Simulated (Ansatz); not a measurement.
# H4C2SeSO2 (Pc): G0W0 under other settings

A base run on H4C2SeSO2 (Pc), then changed inputs.

Method: G0W0 on PBE, plane waves, PAW; PAW set soft_1, in Ansatz 0.2.0.

**1. Set-up**

It takes space group Pc (No. 7, monoclinic). The conventional cell has a = 5.620 Å, b = 5.429 Å, c = 8.799 Å, α = 90.00°, β = 117.82°, γ = 90.00°. Nearest to H lie 1 C at 1.09 Å. H has 1 C at 1.09 Å nearest. Nearest to C lie 2 H at 1.09 Å and 1 S at 1.80 Å and 1 Se at 1.98 Å. Nearest to C lie 2 H at 1.09 Å and 1 S at 1.79 Å and 1 Se at 1.99 Å. Farther neighbours and most contacts between anions are not listed.

Geometry: measured cell, ions relaxed with PBE. The runs that relaxed it are not among those shown.

**2. The base run: 2×2×2 mesh, 507 empty bands, screening to 96 eV, PAW set soft_1 files**

G0W0 replaces the xc potential by the self-energy, built once from these orbitals. Only a window of levels is corrected, while the sums run over the empty bands that the input names. This step takes PAW set soft_1 files.

Contents of input.yaml:

```yaml
crystal:
  lattice:
    - [5.6201, 0.0, 0.0]
    - [0.0, 5.429, 0.0]
    - [-4.1064155037, 0.0, 7.782155437]
  atoms:
    - { symbol: H, position: [0.9903275064, 0.7473635647, 0.4660418871] }
    - { symbol: H, position: [0.9903275064, 0.2526364353, 0.9660418871] }
    - { symbol: H, position: [0.9526666536, 0.4949916995, 0.3188623577] }
    - { symbol: H, position: [0.9526666536, 0.5050083005, 0.8188623577] }
    - { symbol: H, position: [0.3242621606, 0.9254302466, -0.0008390993] }
    - { symbol: H, position: [0.3242621606, 0.0745697534, 0.4991609007] }
    - { symbol: H, position: [0.4578783155, 0.1133202744, 0.1941292844] }
    - { symbol: H, position: [0.4578783155, 0.8866797256, 0.6941292844] }
    - { symbol: C, position: [0.8719629278, 0.6686019466, 0.3380623345] }
    - { symbol: C, position: [0.8719629278, 0.3313980534, 0.8380623345] }
    - { symbol: C, position: [0.4713629967, 0.9401030733, 0.1349322238] }
    - { symbol: C, position: [0.4713629967, 0.0598969267, 0.6349322238] }
    - { symbol: Se, position: [0.4847737869, 0.6468803937, 0.274117174] }
    - { symbol: Se, position: [0.4847737869, 0.3531196063, 0.774117174] }
    - { symbol: S, position: [0.8080090367, 0.8871242417, 0.1698405285] }
    - { symbol: S, position: [0.8080090367, 0.1128757583, 0.6698405285] }
    - { symbol: O, position: [0.9794800703, 0.1049310127, 0.2322299963] }
    - { symbol: O, position: [0.9794800703, 0.8950689873, 0.7322299963] }
    - { symbol: O, position: [0.8018265455, 0.7599013105, 0.0217933131] }
    - { symbol: O, position: [0.8018265455, 0.2400986895, 0.5217933131] }
kpoints:
  mp_grid: { grid: [2, 2, 2] }
hamiltonian:
  xc: pbe
  pseudopotentials: { kind: paw, azcp: { folder: soft_1 } }
scf:
  occupations: { method: fixed }
gw:
  n_empty_bands: 507
  ecut_chi: 96
  qp_bands: [v4, c4]
  qp_kpoints: band_edges
  screening: { model: contour_deformation }
```

Command:

```
> ansatz run input.yaml --threads 2 --pin off --max-ram 92160MiB --backend cuda --events-out ev --progress --plain --runs-dir out --devices 1 --max-vram 13GiB
```

Numbers of over 12 decimals in the logs are rounded to 6 here.

Output:

```text
GPUs: using 1 of 1 available (devices: 1).
Engine: ansatz 0.2.0, x86_64-unknown-linux-gnu
Pseudopotentials: kind: paw
Pseudopotential: H, paw, valence charge 1, recommended cutoff 420 eV (normal), soft_1/H.paw.azcp
Pseudopotential: C, paw, valence charge 4, recommended cutoff 420 eV (normal), soft_1/C.paw.azcp
Pseudopotential: Se, paw, valence charge 16, recommended cutoff 420 eV (normal), soft_1/Se.paw.azcp
Pseudopotential: S, paw, valence charge 6, recommended cutoff 420 eV (normal), soft_1/S.paw.azcp
Pseudopotential: O, paw, valence charge 6, recommended cutoff 420 eV (normal), soft_1/O.paw.azcp
Functional definition: PBE
  parameter kappa = 0.804
  parameter beta = 0.066725
  exchange = pbe_x(kappa = kappa, mu = beta*pi^2/3)
  correlation = pbe_c(beta = beta)
device memory: the entry about to start is reckoned to put 3.0 GiB on a device that reports 43.2 GiB free (of which the cap on the GPU budget leaves the run 13.0 GiB)
GPU FFT provider: cuFFT
GPU libraries: cuBLAS 13.8.2, cuFFT 12.4.0, cuSOLVER 12.3.4
Crystal: 20 atoms, lattice volume = 237.445 Å³
Basis set: ecut = 420 eV, 4629 PW (Γ)
Bands: 66, of which v1, the nominal top of the filled ones, is band 46 counted from 1 (45 counted from 0)
Symmetry: 2 space group operations
Space group: Pc (ITA 7), of the structure as read, at distance tolerance 6.2e-5 Å
k-points: 8
Non-local potential: H, projectors of the file, l = 0: 2, l = 1: 1
Non-local potential: C, projectors of the file, l = 0: 2, l = 1: 2, l = 2: 1
Non-local potential: Se, projectors of the file, l = 0: 2, l = 1: 2, l = 2: 3, l = 3: 1
Non-local potential: S, projectors of the file, l = 0: 2, l = 1: 2, l = 2: 1
Non-local potential: O, projectors of the file, l = 0: 2, l = 1: 2, l = 2: 1
PAW form: soft (Blöchl's): semilocal exchange-correlation on the pseudo side does not see the compensation charge
PAW one-centre angular grid: H, 110 points (default); XC on 64 Gauss nodes
PAW one-centre angular grid: C, 110 points (default); XC on 64 Gauss nodes
PAW one-centre angular grid: Se, 590 points (default); XC on 64 Gauss nodes
PAW one-centre angular grid: S, 110 points (default); XC on 64 Gauss nodes
PAW one-centre angular grid: O, 110 points (default); XC on 64 Gauss nodes
Initial density: superposition of atomic densities (chi_scale 0.1, normalization cell, long waves kept (reshape's long-wave potential 0.22 eV rms))
Initial wavefunctions: pseudopotential atomic-orbital guess
GPU buffer pool allocated for 96000 grid points (all kernels)
GPU transforms: local potential and band sums: pruned to the plane-wave sphere, on 40×40×60
Functional: x = pbe(κ = 0.804, μ = 0.219515), c = pbe(β = 0.066725)
[...]
NSCF: frozen V_eff on 1 k-points
SCF converged after 11 iterations
Free energy (F): -16138.390938 eV
Harris-Foulkes:  -16138.390938 eV  (|F-HF|=2.31e-8)
Internal energy: -16138.390938 eV  (E = F + TS)
E sigma→0 (E₀):  -16138.390938 eV
Fermi energy:    2.917743 eV
--- Per-component energies (eV) ---
  E_band       = -1248.163237
  E_kinetic    = 1584.669784
  E_local      = -9795.628375  (includes V_loc(G=0)·N_el)
  E_nonlocal   = -334.325845
  E_hartree    = 4470.205201
  E_xc         = -894.432542
  E_vxc        = -1035.977483  (∫ρ·V_xc dr)
  E_paw        = -6533.562895  (= ΣΔE_a)
  E_vpaw       = -607.310377  (= ΣTr[D̂ρ^β])
  E_aug_tail   = -0.006011  (compensation charges beyond the density's cutoff)
  E_ewald      = -4635.310255
  E_smearing   = -0.000000  (= −TS)
  E_closure    = 0.000000  (closes the sum)
  Σ components = -16138.390938   (vs F -16138.390938, Δ=0.00e0)
--- Band table (eV; the first three rows and the last of 8) ---
  k-point 0: bands = [... 42 lower, 0.8868, 0.9323, 2.3033, 2.3569, 6.5975, 6.8587, 7.4029, 7.4804, ... 16 higher]
  k-point 1: bands = [... 42 lower, 0.8787, 0.8787, 2.3663, 2.3663, 6.6046, 6.6046, 7.4375, 7.4375, ... 16 higher]
  k-point 2: bands = [... 42 lower, 0.7958, 0.9002, 2.5701, 2.8569, 6.2718, 6.5893, 7.4975, 7.5640, ... 16 higher]
  k-point 7: bands = [... 42 lower, 0.7047, 0.7047, 2.6617, 2.6617, 6.1313, 6.1313, 6.8651, 6.8651, ... 16 higher]
--- G₀W₀: contour deformation, 6 samples at zero and on the imaginary axis and 1 off it, 8 q-points, 507 empty bands' worth ---
  eigenvalues of the whole cell's RPA ε∞ on this k-mesh (on a slab, of 1 + 4πα/V) = 2.6588, 2.8699, 3.1575; static W/v taken at q = 0 is 0.340792
  bands read: the sum over 553 bands ends inside a degenerate multiplet in 4 slots, whose members it reads at an even weight; the widest, k=1: bands 553 to 554 (counted from 1) at 1/2 each
  gw.qp_kpoints: band_edges: 8 of 8 stored k-points solved, in 1 pass; an edge of the gap read off the rows below is read off those points alone
    ik  band        ε_KS         Σx   Σc(E_QP)       V_xc       Z   E_QP_lin       E_QP  E_QP is
     0    43      0.8868   -22.8926     3.3548   -18.4631  0.7804    -0.2035    -0.1879  root
     0    44      0.9323   -23.5950     3.5619   -18.9455  0.7777    -0.1717    -0.1553  root
     0    45      2.3033   -17.3965     2.1204   -13.7594  0.7983     0.7495     0.7866  root
     0    46      2.3569   -17.4727     2.0891   -13.8776  0.7980     0.8141     0.8508  root
     0    47      6.5975    -9.3930    -3.7220   -14.4377  0.8087     7.9411     7.9202  root
     0    48      6.8587    -9.6207    -3.8685   -14.8854  0.8038     8.2807     8.2549  root
     0    49      7.4029    -8.5561    -4.1962   -14.1656  0.8110     8.8437     8.8162  root
     0    50      7.4804    -8.4923    -4.2402   -14.1439  0.8102     8.9225     8.8919  root
[...]
7    47      6.1313    -9.1997    -3.5480   -14.0122  0.8136     7.4131     7.3959  root
     7    48      6.1313    -9.1997    -3.5480   -14.0122  0.8136     7.4131     7.3959  root
     7    49      6.8651    -9.0044    -3.9081   -14.2640  0.8112     8.2391     8.2166  root
     7    50      6.8651    -9.0044    -3.9081   -14.2640  0.8112     8.2391     8.2166  root
```

Elapsed: 20 s, on 1 × NVIDIA H100 80GB HBM3 (shared by 6 runs) with 2 threads of AMD EPYC 7R13 (Zen 3), shared host; peak memory 1.8 GiB.

The column dr2 measures how far the density is from self-consistency, as an energy; F and HF (Harris–Foulkes) agree once it is small.

This step gave:

- bands summed: 553
- RPA ε∞ on this mesh (eigenvalues): 2.659, 2.870, 3.158
- plane waves in the screening matrix: 513
- q-points in the mesh: 8
- G0W0 gap on the mesh: 5.643 eV
- k of the valence top: -0.5, -0.5, 0
- k of the conduction bottom: -0.5, 0, 0
- starting gap on the mesh: 2.986 eV
- Z at the valence top: 0.8021
- Z at the conduction bottom: 0.8153
- least direct G0W0 gap on the computed points: 5.915 eV

The gap on the mesh goes from 2.99 eV to 5.64 eV, a correction of +2.66 eV. Between the two edge states, bare exchange in place of the xc potential would open the gap by 8.12 eV, and correlation takes back 5.47 eV.

**3. Variant: accuracy level**

input.yaml, as its differences from that of step 2:

```diff
@@ -34,4 +34,4 @@
 gw:
-  n_empty_bands: 507
-  ecut_chi: 96
+  n_empty_bands: 539
+  ecut_chi: 100
   qp_bands: [v4, c4]
@@ -39 +39,2 @@
   screening: { model: contour_deformation }
+accuracy: low
```

Output:

```text
settings of this run that can trade accuracy for cost: accuracy: low. Do not mix this run's numbers with those of runs without the same settings; the input reference describes each key
GPUs: using 1 of 1 available (devices: 1).
[...]
GPU FFT provider: cuFFT
GPU libraries: cuBLAS 13.8.2, cuFFT 12.4.0, cuSOLVER 12.3.4
Crystal: 20 atoms, lattice volume = 237.445 Å³
Basis set: ecut = 420 eV, 4629 PW (Γ)
Bands: 66, of which v1, the nominal top of the filled ones, is band 46 counted from 1 (45 counted from 0)
Symmetry: 2 space group operations
[...]
k-points: 8
[...]
GPU buffer pool allocated for 96000 grid points (all kernels)
[...]
SCF iter   1: F=—  HF=-16149.951552 eV  |F-HF|=—  |Δ(HF+E_count)|=         —  Δρ=1.12e-1  dr2=3.67e1  ethr=3.10e-3  ⟨swp⟩=4.5  Hψ=1955  notcnv=0  defer=141
[...]
SCF iter  11: F=-16138.390938 eV  HF=-16138.390938 eV  |F-HF|=2.31e-8  |Δ(HF+E_count)|=   4.62e-7  Δρ=2.24e-6  dr2=1.79e-8  ethr=1.09e-10  ⟨swp⟩=14.6  Hψ=3138  notcnv=0
SCF 1 converged in 11 iterations: F = -16138.390938 eV  dr2 = 1.79e-8
[...]
NSCF: frozen V_eff on 8 k-points
[...]
G₀W₀ screening: q 1/8
[... further progress lines ...]
[...]
SCF converged after 11 iterations
Free energy (F): -16138.390938 eV
[...]
Internal energy: -16138.390938 eV  (E = F + TS)
E sigma→0 (E₀):  -16138.390938 eV
Fermi energy:    2.917743 eV
[...]
--- Band table (eV; the first three rows and the last of 8) ---
  k-point 0: bands = [... 42 lower, 0.8868, 0.9323, 2.3033, 2.3569, 6.5975, 6.8587, 7.4029, 7.4804, ... 16 higher]
  k-point 1: bands = [... 42 lower, 0.8787, 0.8787, 2.3663, 2.3663, 6.6046, 6.6046, 7.4375, 7.4375, ... 16 higher]
  k-point 2: bands = [... 42 lower, 0.7958, 0.9002, 2.5701, 2.8569, 6.2718, 6.5893, 7.4975, 7.5640, ... 16 higher]
  k-point 7: bands = [... 42 lower, 0.7047, 0.7047, 2.6617, 2.6617, 6.1313, 6.1313, 6.8651, 6.8651, ... 16 higher]
[...]
0    43      0.8868   -22.8926     3.3334   -18.4631  0.7801    -0.2255    -0.2092  root
     0    44      0.9323   -23.5950     3.5412   -18.9455  0.7775    -0.1931    -0.1760  root
     0    45      2.3033   -17.3965     2.1023   -13.7594  0.7982     0.7301     0.7685  root
     0    46      2.3569   -17.4727     2.0711   -13.8776  0.7980     0.7948     0.8329  root
     0    47      6.5975    -9.3930    -3.7389   -14.4377  0.8086     7.9237     7.9033  root
     0    48      6.8587    -9.6207    -3.8867   -14.8854  0.8037     8.2618     8.2367  root
     0    49      7.4029    -8.5561    -4.2126   -14.1656  0.8108     8.8265     8.7998  root
     0    50      7.4804    -8.4923    -4.2568   -14.1439  0.8100     8.9046     8.8752  root
[...]
7    47      6.1313    -9.1997    -3.5625   -14.0122  0.8135     7.3983     7.3814  root
     7    48      6.1313    -9.1997    -3.5625   -14.0122  0.8135     7.3983     7.3814  root
     7    49      6.8651    -9.0044    -3.9257   -14.2640  0.8110     8.2208     8.1990  root
     7    50      6.8651    -9.0044    -3.9257   -14.2640  0.8110     8.2208     8.1990  root
```

The job ended after 17 s (1 × NVIDIA H100 80GB HBM3 (shared by 6 runs) with 2 threads; peak memory 1.8 GiB).

The G0W0 gap on the mesh is 5.649 eV.

Against the base:

| setting | base | variant |
| --- | --- | --- |
| empty bands | 507 | 539 |
| screening cutoff (eV) | 96 | 100 |
| accuracy | - | low |

| quantity | variant | base |
| --- | --- | --- |
| starting gap on the mesh | 2.986 | 2.986 |
| G0W0 gap on the mesh | 5.649 | 5.643 |
| least direct G0W0 gap on the computed points | 5.921 | 5.915 |
| Z at the valence top | 0.802 | 0.802 |
| Z at the conduction bottom | 0.815 | 0.815 |

**4. Variant: plasmon pole at a typed frequency**

input.yaml, as its differences from that of step 3:

```diff
@@ -38,3 +38,3 @@
   qp_kpoints: band_edges
-  screening: { model: contour_deformation }
-accuracy: low
+  screening: { model: godby_needs }
+  plasmon_pole_fit_frequency: 10
```

Output:

```text
GPUs: using 1 of 1 available (devices: 1).
[...]
GPU FFT provider: cuFFT
GPU libraries: cuBLAS 13.8.2, cuFFT 12.4.0, cuSOLVER 12.3.4
Crystal: 20 atoms, lattice volume = 237.445 Å³
Basis set: ecut = 420 eV, 4629 PW (Γ)
Bands: 66, of which v1, the nominal top of the filled ones, is band 46 counted from 1 (45 counted from 0)
Symmetry: 2 space group operations
[...]
k-points: 8
[...]
GPU buffer pool allocated for 96000 grid points (all kernels)
[...]
SCF iter   1: F=—  HF=-16149.951552 eV  |F-HF|=—  |Δ(HF+E_count)|=         —  Δρ=1.12e-1  dr2=3.67e1  ethr=3.10e-3  ⟨swp⟩=4.5  Hψ=1955  notcnv=0  defer=141
[...]
SCF iter  11: F=-16138.390938 eV  HF=-16138.390938 eV  |F-HF|=2.31e-8  |Δ(HF+E_count)|=   4.62e-7  Δρ=2.24e-6  dr2=1.79e-8  ethr=1.09e-10  ⟨swp⟩=14.6  Hψ=3138  notcnv=0
SCF 1 converged in 11 iterations: F = -16138.390938 eV  dr2 = 1.79e-8
[...]
G₀W₀ screening: q 1/8
[... further progress lines ...]
[...]
SCF converged after 11 iterations
Free energy (F): -16138.390938 eV
[...]
Internal energy: -16138.390938 eV  (E = F + TS)
E sigma→0 (E₀):  -16138.390938 eV
Fermi energy:    2.917743 eV
[...]
--- Band table (eV; the first three rows and the last of 8) ---
  k-point 0: bands = [... 42 lower, 0.8868, 0.9323, 2.3033, 2.3569, 6.5975, 6.8587, 7.4029, 7.4804, ... 16 higher]
  k-point 1: bands = [... 42 lower, 0.8787, 0.8787, 2.3663, 2.3663, 6.6046, 6.6046, 7.4375, 7.4375, ... 16 higher]
  k-point 2: bands = [... 42 lower, 0.7958, 0.9002, 2.5701, 2.8569, 6.2718, 6.5893, 7.4975, 7.5640, ... 16 higher]
  k-point 7: bands = [... 42 lower, 0.7047, 0.7047, 2.6617, 2.6617, 6.1313, 6.1313, 6.8651, 6.8651, ... 16 higher]
--- G₀W₀: ω_p = 10.0000 eV, 8 q-points, 539 empty bands' worth ---
[...]
GN-PPA: 613132/2299889 pairs with Re ω̃² < 0 across q-mesh
[...]
0    43      0.8868   -22.8926     3.4719   -18.4631  0.7777    -0.0785    -0.0708  root
     0    44      0.9323   -23.5950     3.6785   -18.9455  0.7750    -0.0469    -0.0388  root
     0    45      2.3033   -17.3965     2.2384   -13.7594  0.7988     0.8897     0.9046  root
     0    46      2.3569   -17.4727     2.2110   -13.8776  0.7982     0.9580     0.9727  root
     0    47      6.5975    -9.3930    -3.6221   -14.4377  0.8061     8.0339     8.0202  root
     0    48      6.8587    -9.6207    -3.7594   -14.8854  0.8022     8.3801     8.3640  root
     0    49      7.4029    -8.5561    -4.1008   -14.1656  0.8092     8.9282     8.9116  root
     0    50      7.4804    -8.4923    -4.1371   -14.1439  0.8091     9.0119     8.9948  root
[...]
7    47      6.1313    -9.1997    -3.4522   -14.0122  0.8102     7.5036     7.4917  root
     7    48      6.1313    -9.1997    -3.4522   -14.0122  0.8102     7.5036     7.4917  root
     7    49      6.8651    -9.0044    -3.8092   -14.2640  0.8086     8.3304     8.3156  root
     7    50      6.8651    -9.0044    -3.8092   -14.2640  0.8086     8.3304     8.3156  root
```

It took 25 s on 1 × NVIDIA H100 80GB HBM3 (shared by 6 runs) with 2 threads; peak memory 1.9 GiB; 38 s of CPU time.

The G0W0 gap on the mesh is 5.597 eV.

Against the base:

| setting | base | variant |
| --- | --- | --- |
| empty bands | 507 | 539 |
| screening cutoff (eV) | 96 | 100 |
| frequency model | contour deformation | plasmon pole |
| plasmon pole fit frequency | - | 10 |

| quantity | variant | base |
| --- | --- | --- |
| starting gap on the mesh | 2.986 | 2.986 |
| G0W0 gap on the mesh | 5.597 | 5.643 |
| least direct G0W0 gap on the computed points | 5.872 | 5.915 |
| Z at the valence top | 0.800 | 0.802 |
| Z at the conduction bottom | 0.811 | 0.815 |

**5. Outcome**

| Property | Result |
| --- | --- |
| base | 5.64 eV, 20 s |
| accuracy level | 5.65 eV, 17 s |
| plasmon pole at a typed frequency | 5.60 eV, 25 s |

What this shows: Accuracy level: the gap moves by +0.01 eV. The variant differs from the base in empty bands, screening cutoff and accuracy together, so the change can't be laid to one of them. Plasmon pole at a typed frequency: the gap moves by −0.05 eV. The variant differs from the base in empty bands, screening cutoff, frequency model and plasmon pole fit frequency together, so the change can't be laid to one of them. All runs here use a coarse mesh and modest cutoffs; they test settings and are not final values. The 2×2×2 mesh is coarse for this cell (its supercell is 11 Å along the shortest edge). The RPA ε∞ on it, from the PBE start, is 2.66, 2.87 and 3.16; such meshes misread the long-range screening, most where the gap is narrow. The many-body steps are scalar-relativistic: spin-orbit coupling is not in them.

[Paths, hosts, dates, memory and timing lines, banners, echoed tables and standing remarks are left out of the program output.]

[Logs are printed without paths, hosts, clocks, repeated set-up lines and the standing remarks that a program may print on its own settings, such as how far it seeks lower states.]

[Runs of the session that timed out or met a known fault of the program may be left out.]

[Cells called generated may have been cut or substituted from an entry of the Crystallography Open Database or the Materials Project.]

[Hosts, paths, dates, database ids (printed as entryN), source tags and the programs' standing remarks are cut or masked in the printed files.]
